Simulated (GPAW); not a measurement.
**How ZnS (Wurtzite-2H) absorbs and reflects light**

Wanted: where ZnS (Wurtzite-2H) starts to absorb, how strongly, and its refractive index. The cell comes from an older database entry, whose edges can differ from later determinations, mostly by under a per cent.

Calculated with GPAW 26.7.0; DFT, PBE, plane-wave PAW (GPAW data sets), scalar-relativistic, RPA, optical limit.

The database entry behind the starting cell differs from later determinations by our own check (about 0.4 % short), so it need not match the best structure at ambient conditions.

### 1. Starting point

The structure is hexagonal, space group P6_3mc (No. 186). The conventional cell has a = 3.811 Å, b = 3.811 Å, c = 6.234 Å, α = 90.00°, β = 90.00°, γ = 120.00°. Nearest to Zn lie 4 S at 2.31 to 2.40 Å. S has 4 Zn at 2.31 to 2.40 Å nearest. Farther neighbours and most contacts between anions are not listed.

Coordinates:

```xyz
4
Lattice="3.8110 0.0000 0.0000 -1.9055 3.3004 0.0000 0.0000 0.0000 6.2340" Properties=species:S:1:pos:R:3 pbc="T T T"
Zn    1.9055    1.1001    3.1170
Zn    0.0000    2.2003    0.0000
S     1.9055    1.1001    5.5171
S     0.0000    2.2003    2.4001
```

### 2. Bands for the response

At the fixed density, many empty bands are solved on the mesh of the response, since the spectrum sums over them.

This step: DFT, PBE, plane-wave PAW (GPAW data sets), scalar-relativistic, bands at fixed density (GPAW 26.7.0).

Input file nscf.py:

```python
from ase.dft.bandgap import bandgap
from gpaw import GPAW, FermiDirac

calc = GPAW('gs.gpw').fixed_density(kpts={'size': (12, 12, 6), 'gamma': True}, nbands=67, convergence={'bands': 61},
                                    occupations=FermiDirac(0.001), txt='nscf.txt')
print('gap (eV)', bandgap(calc, output=None)[0])
print('direct gap (eV)', bandgap(calc, direct=True, output=None)[0])
print('top band over the Fermi level (eV)', min(calc.get_eigenvalues(kpt=k)[60] for k in range(len(calc.get_ibz_k_points()))) - calc.get_fermi_level())
calc.write('full.gpw', mode='all')
```

Run with:

```sh
$ OMP_NUM_THREADS=1 python nscf.py
```

Numbers of over 12 decimals in the logs are rounded to 6 here.

The log of the run:

```text
Diagonalizing LCAO Hamiltonian
Converting LCAO to pw mode
convergence criteria:
- Maximum integral of absolute [eigenst]ate change: 4e-08 eV^2 / valence electron
maximum number of iterations: 150

SCF iterations
|iter     |      energy | eigst |  dens |
|iter:   1||             | +4.00 |       |
|iter:   2||             | +2.76 |       |
|iter:   3||             | +1.97 |       |
|iter:   4||             | +1.01 |       |
|iter:   5||             | +0.34 |       |
|iter:   6||             | -0.35 |       |
|iter:   7||             | -0.97 |       |
|iter:   8||             | -1.60 |       |
|iter:   9||             | -2.29 |       |
|iter:  10||             | -2.96 |       |
|iter:  11||             | -3.65 |       |
|iter:  12||             | -4.32 |       |
|iter:  13||             | -4.98 |       |
|iter:  14||             | -5.59 |       |
|iter:  15||             | -5.98 |       |
|iter:  16||             | -6.39 |       |
|iter:  17||             | -6.74 |       |
|iter:  18||             | -7.05 |       |
|iter:  19||             | -7.30 |       |
|iter:  20||             | -7.55c|       |
SCF steps: 20
  __  _  _
 | _ |_)|_||  |
 |__||  | ||/\| - 26.7.0

Versions:
  Python: 3.12.14
  ASE:    3.29.0
  Numpy:  2.5.5
  Scipy:  1.18.1
  Libxc:  7.0.0

Input parameters:
  mode=PW(ecut=550.0),
  convergence={'bands': 61},
  gpts=array([21, 21, 35]),
  kpts=MonkhorstPack(size=(12, 12, 6), gamma=True),
  maxiter=150,
  nbands=67,
  occupations=Occupations(name='fermi-dirac', width=0.001, fixmagmom=False),
  parallel={},
  xc=XC(name='PBE')

--- standard output ---
gap (eV) 2.243011
direct gap (eV) 2.243011
top band over the Fermi level (eV) 30.939123
```

Run time: 8.9 min. Hardware: 1 thread of Arm Neoverse V1, shared host; peak memory 0.46 GiB.

Read-outs, printed or worked out from the files:

- gap on the k-mesh: 2.243 eV
- direct gap on the mesh: 2.243 eV

### 3. Dielectric function, RPA

Transitions between filled and empty bands, summed over the zone, give the optical response, so mesh, band count and broadening shape it.

The induced potential is part of this response.

This step: DFT, PBE, plane-wave PAW (GPAW data sets), scalar-relativistic, RPA, optical limit (GPAW 26.7.0).

Input file df.py:

```python
from gpaw.response.df import DielectricFunction

df = DielectricFunction('full.gpw', frequencies={'type': 'nonlinear', 'domega0': 0.03, 'omega2': 8},
                        ecut=70,
                        eta=0.12,
                        nbands=61,
                        txt='df.txt')
for direction in ['x', 'z']:
    df.get_dielectric_function(xc='RPA', direction=direction, filename=f'df_{direction}.csv')
```

Run with:

```sh
$ OMP_NUM_THREADS=1 python df.py
```

The log of the run:

```text
Using integrator: PointIntegrator
NonLinearFrequencyDescriptor(from 0.000 to 48.339 eV, 461 points)
Nonperiodic BCs:  [False False False]
Using integrator: PointIntegrator
NonLinearFrequencyDescriptor(from 0.000 to 48.339 eV, 461 points)
Nonperiodic BCs:  [False False False]

Calculating chi0 body with:
    Ground state adapter containing:
    Number of spins: 1
    Number of kpoints: 864
    Number of irreducible kpoints: 100
    Number of completely occupied states: 18
    Number of partially occupied states: 18

    Linear response parametrization:
    q_c: [0.0, 0.0, 0.0]
    Number of frequency points: 461
    Planewave cutoff: 70.0
    Number of bands: 61
    Number of planewaves: 99
    Broadening (eta): 0.12

Integrating chi0 body.

Symmetries of q_c:
    Direct symmetries (Uq -> q): 6
    Indirect symmetries (TUq -> q): 6
In total 12 allowed symmetries.

100 groups of equivalent kpoints. 88.425926% reduction.

Integral kind: spectral function

Calculating chi0 optical extensions with:
    Ground state adapter containing:
    Number of spins: 1
    Number of kpoints: 864
    Number of irreducible kpoints: 100
    Number of completely occupied states: 18
    Number of partially occupied states: 18

    Linear response parametrization:
    Number of frequency points: 461
    Planewave cutoff: 70.0
    Number of bands: 61
    Number of planewaves: 99
    Broadening (eta): 0.12
Integrating chi0 head and wings.

Symmetries of q_c:
    Direct symmetries (Uq -> q): 6
    Indirect symmetries (TUq -> q): 6
In total 12 allowed symmetries.

100 groups of equivalent kpoints. 88.425926% reduction.

Integral kind: spectral function wings
```

Elapsed: 66 s, on 1 thread; peak memory 0.47 GiB.

This step gave:

| Quantity | Value |
| --- | --- |
| electronic dielectric constant ε∞, mean over x, y and z (by symmetry where fewer were run) | 5.514 |
| main peak of Im epsilon, first axis | 5.279 eV |

Some rows of df_x.csv (energy; Re and Im without local fields; Re and Im with them):

```text
0.000000, 6.187425, -0.000000, 5.491418, -0.000000
0.429336, 6.218155, 0.017407, 5.518451, 0.015326
0.878195, 6.320312, 0.038114, 5.608577, 0.033714
1.347938, 6.522074, 0.067647, 5.787900, 0.060494
1.840057, 6.900555, 0.132133, 6.130423, 0.121793
2.356191, 7.289674, 0.435155, 6.454278, 0.425052
2.898142, 7.687833, 0.938398, 6.749235, 0.922925
3.467895, 8.522575, 1.369183, 7.386536, 1.315031
4.067647, 9.148308, 2.883204, 7.760084, 2.687896
4.699832, 9.299311, 5.730286, 7.661023, 5.189973
5.367152, 5.609071, 10.341765, 4.469524, 9.034673
6.072622, 2.936984, 8.560265, 1.750566, 7.105240
6.819608, 1.769269, 10.147739, 1.692315, 6.919041
7.611886, -1.749083, 7.337881, -0.449033, 5.620080
8.453705, -2.371898, 5.847736, -0.627965, 4.688976
9.349861, -1.964391, 3.332078, -0.991413, 3.123463
10.305790, -1.929765, 2.910219, -0.839379, 2.820961
11.327680, -1.668066, 1.817857, -0.999074, 2.143300
12.422601, -1.152712, 1.210981, -0.835414, 1.465718
13.598673, -0.847256, 0.850766, -0.612093, 1.024551
```

The Im ε has structure finer than the step of the table below, so its rows give means over 0.5 eV, whole bins alone (the curve runs from 0 to 14.0 eV). Peaks (eV: height): E ∥ x 5.27: 9.75, 5.82: 9.52; E ∥ z 5.27: 11.4, 6.93: 7.53.

Values under the direct gap are tails of Lorentzian lines. The Im ε by photon energy; means over each step:

| photon energy (eV) | E ∥ x | E ∥ z |
| --- | --- | --- |
| 0.5 | 0.0181 | 0.0194 |
| 1.0 | 0.0400 | 0.0431 |
| 1.5 | 0.0749 | 0.0825 |
| 2.0 | 0.230 | 0.274 |
| 2.5 | 0.586 | 0.864 |
| 3.0 | 1.18 | 0.991 |
| 3.5 | 1.54 | 1.81 |
| 4.0 | 2.75 | 2.38 |
| 4.5 | 4.80 | 5.02 |
| 5.0 | 6.72 | 8.74 |
| 5.5 | 8.35 | 9.41 |
| 6.0 | 7.95 | 7.03 |
| 6.5 | 7.10 | 5.74 |
| 7.0 | 6.92 | 7.05 |
| 7.5 | 5.97 | 5.75 |
| 8.0 | 4.96 | 4.54 |
| 8.5 | 4.68 | 4.49 |
| 9.0 | 3.77 | 3.65 |
| 9.5 | 3.00 | 2.87 |
| 10.0 | 3.10 | 2.81 |
| 10.5 | 2.80 | 2.79 |
| 11.0 | 2.33 | 2.20 |
| 11.5 | 2.02 | 1.87 |
| 12.0 | 1.63 | 1.54 |
| 12.5 | 1.40 | 1.44 |
| 13.0 | 1.25 | 1.11 |
| 13.5 | 1.08 | 1.04 |

Re ε against photon energy:

| photon energy (eV) | E ∥ x | E ∥ z |
| --- | --- | --- |
| 0.0 | 5.49 | 5.56 |
| 0.5 | 5.53 | 5.60 |
| 1.0 | 5.65 | 5.72 |
| 1.5 | 5.87 | 5.97 |
| 2.0 | 6.31 | 6.46 |
| 2.5 | 6.77 | 7.04 |
| 3.0 | 7.13 | 6.92 |
| 3.5 | 7.51 | 7.35 |
| 4.0 | 7.73 | 8.10 |
| 4.5 | 8.05 | 9.27 |
| 5.0 | 8.65 | 7.61 |
| 5.5 | 4.44 | 3.35 |
| 6.0 | 1.68 | -0.0642 |
| 6.5 | 1.58 | 2.48 |
| 7.0 | 0.702 | 0.721 |
| 7.5 | -0.488 | -0.801 |
| 8.0 | -0.250 | -0.362 |
| 8.5 | -0.674 | -0.728 |
| 9.0 | -1.48 | -1.43 |
| 9.5 | -0.829 | -1.08 |
| 10.0 | -0.812 | -0.290 |
| 10.5 | -0.916 | -0.887 |
| 11.0 | -1.01 | -0.849 |
| 11.5 | -1.08 | -0.870 |
| 12.0 | -0.931 | -0.792 |
| 12.5 | -0.847 | -0.848 |
| 13.0 | -0.588 | -0.626 |
| 13.5 | -0.655 | -0.307 |

Table of refractive index n and extinction k by photon energy:

| photon energy (eV) | n, E ∥ x | k, E ∥ x | n, E ∥ z | k, E ∥ z |
| --- | --- | --- | --- | --- |
| 0.0 | 2.34 | 0 | 2.36 | 0 |
| 0.5 | 2.35 | 0.00383 | 2.37 | 0.00406 |
| 1.0 | 2.38 | 0.00833 | 2.39 | 0.00891 |
| 1.5 | 2.42 | 0.0151 | 2.44 | 0.0164 |
| 2.0 | 2.51 | 0.0361 | 2.54 | 0.0420 |
| 2.5 | 2.60 | 0.0797 | 2.65 | 0.113 |
| 3.0 | 2.68 | 0.163 | 2.63 | 0.131 |
| 3.5 | 2.75 | 0.241 | 2.73 | 0.301 |
| 4.0 | 2.83 | 0.525 | 2.88 | 0.420 |
| 4.5 | 2.96 | 0.828 | 3.14 | 0.774 |
| 5.0 | 3.11 | 1.00 | 3.06 | 1.33 |
| 5.5 | 2.56 | 1.46 | 2.52 | 1.73 |
| 6.0 | 2.20 | 1.78 | 1.82 | 1.83 |
| 6.5 | 2.13 | 1.72 | 2.08 | 1.36 |
| 7.0 | 2.00 | 1.82 | 2.02 | 1.84 |
| 7.5 | 1.66 | 1.80 | 1.58 | 1.82 |
| 8.0 | 1.53 | 1.61 | 1.44 | 1.56 |
| 8.5 | 1.43 | 1.65 | 1.44 | 1.67 |
| 9.0 | 1.15 | 1.68 | 1.15 | 1.66 |
| 9.5 | 1.05 | 1.39 | 0.991 | 1.44 |
| 10.0 | 1.12 | 1.44 | 1.15 | 1.27 |
| 10.5 | 1.03 | 1.41 | 1.02 | 1.39 |
| 11.0 | 0.879 | 1.34 | 0.858 | 1.26 |
| 11.5 | 0.793 | 1.31 | 0.775 | 1.21 |
| 12.0 | 0.680 | 1.18 | 0.652 | 1.10 |
| 12.5 | 0.632 | 1.12 | 0.666 | 1.14 |
| 13.0 | 0.629 | 0.992 | 0.555 | 0.966 |
| 13.5 | 0.541 | 0.974 | 0.606 | 0.822 |

Values under the direct gap are tails of Lorentzian lines. Loss function −Im 1/ε at q → 0 against energy loss; read off at these points:

| energy loss (eV) | E ∥ x | E ∥ z |
| --- | --- | --- |
| 0.0 | 0 | 0 |
| 0.5 | 5.9e-4 | 6.1e-4 |
| 1.0 | 0.00124 | 0.00130 |
| 1.5 | 0.00212 | 0.00225 |
| 2.0 | 0.00455 | 0.00510 |
| 2.5 | 0.00902 | 0.0120 |
| 3.0 | 0.0169 | 0.0142 |
| 3.5 | 0.0228 | 0.0289 |
| 4.0 | 0.0433 | 0.0338 |
| 4.5 | 0.0552 | 0.0444 |
| 5.0 | 0.0549 | 0.0655 |
| 5.5 | 0.0989 | 0.0999 |
| 6.0 | 0.122 | 0.150 |
| 6.5 | 0.130 | 0.148 |
| 7.0 | 0.136 | 0.133 |
| 7.5 | 0.167 | 0.171 |
| 8.0 | 0.202 | 0.220 |
| 8.5 | 0.208 | 0.203 |
| 9.0 | 0.225 | 0.229 |
| 9.5 | 0.319 | 0.307 |
| 10.0 | 0.292 | 0.341 |
| 10.5 | 0.314 | 0.321 |
| 11.0 | 0.359 | 0.401 |
| 11.5 | 0.378 | 0.438 |
| 12.0 | 0.466 | 0.535 |
| 12.5 | 0.521 | 0.503 |
| 13.0 | 0.656 | 0.695 |
| 13.5 | 0.685 | 0.916 |

The Im ε, E ∥ x has structure finer than the step of the table below, so its rows give means over 0.5 eV, whole bins alone (the curve runs from 0 to 14.0 eV). Peaks (eV: height): without local fields 5.27: 11.4, 5.82: 11.6, 6.93: 10.5; with local fields 5.27: 9.75, 5.82: 9.52.

Values under the direct gap are tails of Lorentzian lines. Im ε, E ∥ x against photon energy; means over each step:

| photon energy (eV) | without local fields | with local fields |
| --- | --- | --- |
| 0.5 | 0.0206 | 0.0181 |
| 1.0 | 0.0451 | 0.0400 |
| 1.5 | 0.0830 | 0.0749 |
| 2.0 | 0.240 | 0.230 |
| 2.5 | 0.600 | 0.586 |
| 3.0 | 1.20 | 1.18 |
| 3.5 | 1.61 | 1.54 |
| 4.0 | 2.97 | 2.75 |
| 4.5 | 5.34 | 4.80 |
| 5.0 | 7.89 | 6.72 |
| 5.5 | 9.94 | 8.35 |
| 6.0 | 9.71 | 7.95 |
| 6.5 | 9.79 | 7.10 |
| 7.0 | 9.75 | 6.92 |
| 7.5 | 7.90 | 5.97 |
| 8.0 | 6.47 | 4.96 |
| 8.5 | 5.59 | 4.68 |
| 9.0 | 3.94 | 3.77 |
| 9.5 | 3.34 | 3.00 |
| 10.0 | 3.29 | 3.10 |
| 10.5 | 2.66 | 2.80 |
| 11.0 | 2.02 | 2.33 |
| 11.5 | 1.66 | 2.02 |
| 12.0 | 1.34 | 1.63 |
| 12.5 | 1.16 | 1.40 |
| 13.0 | 1.09 | 1.25 |
| 13.5 | 0.887 | 1.08 |

Optical constants at common wavelengths, from n + ik = √ε:

| wavelength (nm) | n x | k x | R (%) x | 1/α x | n z | k z | R (%) z | 1/α z |
| --- | --- | --- | --- | --- | --- | --- | --- | --- |
| 1550 | 2.36 | 0.006 | 16.4 | 19 µm | 2.38 | 0.007 | 16.7 | 18 µm |
| 800 | 2.43 | 0.016 | 17.4 | 4.0 µm | 2.45 | 0.017 | 17.7 | 3.6 µm |
| 633 | 2.50 | 0.032 | 18.4 | 1.6 µm | 2.53 | 0.037 | 18.8 | 1.4 µm |
| 532 | 2.54 | 0.090 | 18.9 | 471 nm | 2.57 | 0.104 | 19.4 | 407 nm |
| 450 | 2.65 | 0.226 | 20.7 | 159 nm | 2.57 | 0.313 | 19.9 | 114 nm |
| 308 | 2.82 | 0.511 | 24.0 | 48 nm | 2.88 | 0.411 | 24.3 | 60 nm |
| 248 | 3.11 | 1.004 | 30.5 | 20 nm | 3.06 | 1.332 | 33.0 | 15 nm |

Below the direct gap, k and the depth come from the tails of the Lorentzian lines, not from transitions.

Rows near the edge hang on the gap, which this functional as a rule makes too small, and phonon-assisted absorption is left out.

At 1064 nm the birefringence n(z) − n(x) is +0.017: the crystal is uniaxial positive at this level.

### 4. Outcome

- electronic dielectric constant ε∞, mean over x, y and z (by symmetry where fewer were run) (RPA): 5.51
- main peak of Im epsilon, first axis: 5.28 eV

At this level (PBE, RPA) ZnS has a mean ε∞ = 5.51 and n = 2.36 at 1550 nm (E ∥ x), and Im ε peaks at 5.3 eV (E ∥ x). On the mesh the gap is 2.24 eV and the least direct gap 2.24 eV. Local fields change the static value along x from 6.19 to 5.49 (-11 %). Distinct maxima of Im ε, read by a parabola through the highest points, lie at 5.28 eV (9.8), 5.82 eV (9.5), 6.43 eV (7.7) and 6.95 eV (7.4) for E ∥ x. The static values by axis are 5.49 (x), 5.56 (z). At 1064 nm the birefringence n(z) − n(x) is +0.017: the crystal is uniaxial positive at this level. Excitons and phonon-assisted transitions are missing; PBE gaps are as a rule too small, which pulls the onset down and ε∞ up. The sum runs over mesh points, so small or evenly spaced maxima can still be ripples of the mesh. In this version of GPAW the matrix elements of the optical limit are incomplete, which can lower ε − 1 by up to a tenth where first-row anions or d states rule, and shift it by more in d metals.

[Machine, clock and banner lines and Python warnings are left out of the logs.]

[Logs are printed without paths, hosts, clocks, repeated set-up lines and the standing remarks that a program may print on its own settings, such as how far it seeks lower states.]

[Hosts, paths, dates, database ids (printed as entryN), source tags and the programs' standing remarks are cut or masked in the printed files.]
